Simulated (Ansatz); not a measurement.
# SnSe2 (P-3m1): converging the G0W0 gap, part 2 of 2

Wanted: a G0W0 gap for SnSe2 (P-3m1) that is converged in bands and cutoff, or an estimate of the limit.

Ansatz 0.2.0; G0W0 on PBE, plane waves, PAW; PAW set soft_1. Known limits of the many-body steps: not at the basis limit; no spin-orbit coupling; coarse k mesh.

So far. Step 4 (495 empty bands, screening to 200 eV): Against the run with 6×6×4 mesh, 230 empty bands, screening to 120 eV, PAW set soft_1 files, the gap moves by −0.004 eV. Step 5 (Changing the k mesh: 6×6×2 mesh, 230 empty bands …): Against the run with 6×6×4 mesh, 230 empty bands, screening to 120 eV, PAW set soft_1 files, the gap moves by +0.005 eV. A band edge is found at another k point on this mesh.

## 6. Changing the frequency model: 6×6×4 mesh, 230 empty bands, screening to 120 eV, plasmon pole, PAW set soft_1 files

A plasmon pole stands in for the full frequency dependence of the screening; this run shows what that costs in accuracy.

input.yaml reads:

```yaml
crystal:
  lattice:
    - [3.811, 0.0, 0.0]
    - [-1.9055, 3.3004228138, 0.0]
    - [0.0, 0.0, 6.136]
  atoms:
    - { symbol: Sn, position: [0.0, 0.0, 0.0] }
    - { symbol: Se, position: [0.3333333333, 0.6666666667, 0.2614399677] }
    - { symbol: Se, position: [0.6666666667, 0.3333333333, 0.7385600323] }
kpoints:
  mp_grid: { grid: [6, 6, 4] }
hamiltonian:
  xc: pbe
  pseudopotentials: { kind: paw, azcp: { folder: soft_1 } }
scf:
  occupations: { method: fixed }
gw:
  n_empty_bands: 230
  ecut_chi: 120
  qp_bands: [v2, c2]
  qp_kpoints: band_edges
  screening: { model: godby_needs }
```

Launch:

```console
$ ansatz run input.yaml --threads 3 --pin off --max-ram 92160MiB --backend cuda --events-out ev --progress --plain --runs-dir out --devices 1 --max-vram 13GiB
```

Numbers of over 12 decimals in the logs are rounded to 6 here.

Log:

```text
GPUs: using 1 of 1 available (devices: 1).
[...]
GPU FFT provider: cuFFT
GPU libraries: cuBLAS 13.8.2, cuFFT 12.4.0, cuSOLVER 12.3.4
Crystal: 3 atoms, lattice volume = 77.178 Å³
Basis set: ecut = 420 eV, 1485 PW (Γ)
Bands: 28, of which v1, the nominal top of the filled ones, is band 23 counted from 1 (22 counted from 0)
Symmetry: 12 space group operations
[...]
k-points: 24 of 144
[...]
1    25     11.0538    -8.4206    -4.0741   -12.5975  0.8061    11.1568    11.1567  root
[...]
23    22      7.5327   -17.3922     1.7033   -15.1997  0.7783     7.0421     7.0436  root
    23    23      7.5327   -17.3922     1.7033   -15.1997  0.7783     7.0421     7.0436  root
    23    24     10.1903   -11.9121    -3.6902   -15.8864  0.7852    10.4750    10.4744  root
    23    25     12.2199    -7.9741    -4.2356   -12.2840  0.8034    12.2941    12.2942  root
[key lines of the parts left out:]
SCF converged after 8 iterations
Free energy (F): -16963.419068 eV
Fermi energy:    7.889192 eV
```

Run time: 52 s. Hardware: 1 × NVIDIA H100 80GB HBM3 (shared by 6 runs) with 3 threads of AMD EPYC 7R13 (Zen 3), shared host; peak memory 2 GiB.

Numbers from this step:

| Property | Result |
| --- | --- |
| bands summed | 253 |
| plasmon-pole fit frequency | 28.67 eV |
| RPA ε∞ on this mesh (eigenvalues) | 11.01, 14.42, 14.42 |
| plane waves in the screening matrix | 245 |
| G0W0 gap on the mesh | 1.213 eV |
| k of the valence top | 0, 0.1667, -0.25 |
| k of the conduction bottom | 0, -0.5, -0.5 |
| starting gap on the mesh | 0.7024 eV |
| least direct G0W0 gap on the computed points | 1.751 eV |

Against the run with 6×6×4 mesh, 230 empty bands, screening to 120 eV, PAW set soft_1 files, the gap moves by +0.05 eV.

## 7. Changing the files: 6×6×4 mesh, 230 empty bands, screening to 120 eV, hard PAW files

Other atomic data (hard PAW) test the pseudisation: the cutoff goes from 420 to 640 eV and the valence electrons from 46 to 54, which opens shells that were frozen.

This step: G0W0 on PBE, plane waves, PAW.

Changes to input.yaml since step 6:

```diff
@@ -13,3 +13,3 @@
   xc: pbe
-  pseudopotentials: { kind: paw, azcp: { folder: soft_1 } }
+  pseudopotentials: { kind: paw, source: ansatz }
 scf:
@@ -21,2 +21,2 @@
   qp_kpoints: band_edges
-  screening: { model: godby_needs }
+  screening: { model: contour_deformation }
```

Log:

```text
GPUs: using 1 of 1 available (devices: 1).
[...]
GPU FFT provider: cuFFT
GPU libraries: cuBLAS 13.8.2, cuFFT 12.4.0, cuSOLVER 12.3.4
Crystal: 3 atoms, lattice volume = 77.178 Å³
Basis set: ecut = 640 eV, 2827 PW (Γ)
Bands: 33, of which v1, the nominal top of the filled ones, is band 27 counted from 1 (26 counted from 0)
Symmetry: 12 space group operations
[...]
k-points: 24 of 144
[...]
1    29     12.5354    -8.4113    -4.0774   -12.5897  0.7726    12.6366    12.6364  root
[...]
23    26      9.0129   -17.3857     1.7290   -15.1926  0.7219     8.5403     8.5488  root
    23    27      9.0129   -17.3857     1.7290   -15.1926  0.7219     8.5403     8.5488  root
    23    28     11.6724   -11.9093    -3.8165   -15.8833  0.7137    11.8304    11.8299  root
    23    29     13.7013    -7.9663    -4.2213   -12.2768  0.7709    13.7907    13.7904  root
[key lines of the parts left out:]
SCF converged after 9 iterations
Free energy (F): -20664.481061 eV
Fermi energy:    9.369874 eV
```

Run time: 38 s. Hardware: 1 × NVIDIA H100 80GB HBM3 (shared by 6 runs) with 3 threads; peak memory 1.7 GiB; 55 s of CPU time.

Numbers from this step:

- bands summed: 257
- RPA ε∞ on this mesh (eigenvalues): 10.98, 14.40, 14.40
- plane waves in the screening matrix: 245
- G0W0 gap on the mesh: 1.168 eV
- k of the valence top: 0, 0.1667, -0.25
- k of the conduction bottom: 0, -0.5, -0.5
- starting gap on the mesh: 0.7030 eV
- least direct G0W0 gap on the computed points: 1.689 eV

Against the run with 6×6×4 mesh, 230 empty bands, screening to 120 eV, PAW set soft_1 files, the gap moves by +0.001 eV.

## 8. Side by side

Times are wall times on 1 × NVIDIA H100 80GB HBM3 (shared by 6 runs) with 3 threads of AMD EPYC 7R13 (Zen 3), shared host, good to a factor of about two.

| mesh | files | frequency | bands summed | cutoff (eV) | start (eV) | G0W0 (eV) | time | host memory (GiB) |
| --- | --- | --- | --- | --- | --- | --- | --- | --- |
| 6×6×4 | PAW set soft_1 | contour deformation | 104 | 60 | 0.702 | 1.140 | 22 s | 1.1 |
| 6×6×4 | PAW set soft_1 | contour deformation | 253 | 120 | 0.702 | 1.168 | 28 s | 1.5 |
| 6×6×4 | PAW set soft_1 | contour deformation | 518 | 200 | 0.702 | 1.164 | 52 s | 2.6 |
| 6×6×2 | PAW set soft_1 | contour deformation | 253 | 120 | 0.705 | 1.173 | 15 s | 1.3 |
| 6×6×4 | PAW set soft_1 | plasmon pole | 253 | 120 | 0.702 | 1.213 | 52 s | 2.0 |
| 6×6×4 | hard PAW | contour deformation | 257 | 120 | 0.703 | 1.168 | 38 s | 1.7 |

How the two edges are built up, in eV (the quasiparticle level is the starting level plus Σx plus Σc less Vxc):

| run | edge | start | Σx | Σc | Vxc | Z | QP |
| --- | --- | --- | --- | --- | --- | --- | --- |
| 104 bands | valence top | 7.89 | -17.62 | 1.92 | -15.64 | 0.73 | 7.83 |
| 104 bands | conduction bottom | 8.59 | -11.60 | -2.49 | -14.46 | 0.76 | 8.97 |
| 253 bands | valence top | 7.89 | -17.55 | 1.51 | -15.60 | 0.73 | 7.46 |
| 253 bands | conduction bottom | 8.59 | -11.60 | -2.83 | -14.46 | 0.75 | 8.62 |
| 518 bands | valence top | 7.89 | -17.55 | 1.35 | -15.60 | 0.73 | 7.30 |
| 518 bands | conduction bottom | 8.59 | -11.60 | -2.99 | -14.46 | 0.75 | 8.46 |

## 9. Results

* 104 bands, 60 eV: 1.140 eV
* 253 bands, 120 eV: 1.168 eV
* 518 bands, 200 eV: 1.164 eV
* mesh and start: 6×6×4, PBE

In words: From 104 to 518 bands the gap moves by +0.02 eV while the time grows 2.4-fold. The gap turns back along the series, so no limit is drawn from it. On the 6×6×2 mesh in place of 6×6×4 the gap differs by +0.01 eV, of which +0.002 eV is already in the start. The plasmon-pole model gives +0.05 eV against contour deformation, 10 % of the correction, and saved no time in this program. Hard PAW files move the gap by +0.001 eV at equal bands and cutoff, +0.001 eV of it in the start. The 6×6×4 mesh misses a band edge: over a band path and its finer mesh (run apart) the PBE gap is 0.53 eV, so the G0W0 gap over the zone may lie about 0.17 eV below its value on the mesh. The 6×6×4 mesh is coarse for this cell (its supercell is 23 Å along the shortest edge). The RPA ε∞ on it, from the PBE start, is 11.01 and 14.42; such meshes misread the long-range screening, most where the gap is narrow. The many-body steps are scalar-relativistic: spin-orbit coupling is not in them.

[Paths, hosts, dates, memory and timing lines, banners, echoed tables and standing remarks are left out of the program output.]

[Logs are printed without paths, hosts, clocks, repeated set-up lines and the standing remarks that a program may print on its own settings, such as how far it seeks lower states.]

[Runs of the session that timed out or met a known fault of the program may be left out.]

[Cells called generated may have been cut or substituted from an entry of the Crystallography Open Database or the Materials Project.]

[Hosts, paths, dates, database ids (printed as entryN), source tags and the programs' standing remarks are cut or masked in the printed files.]
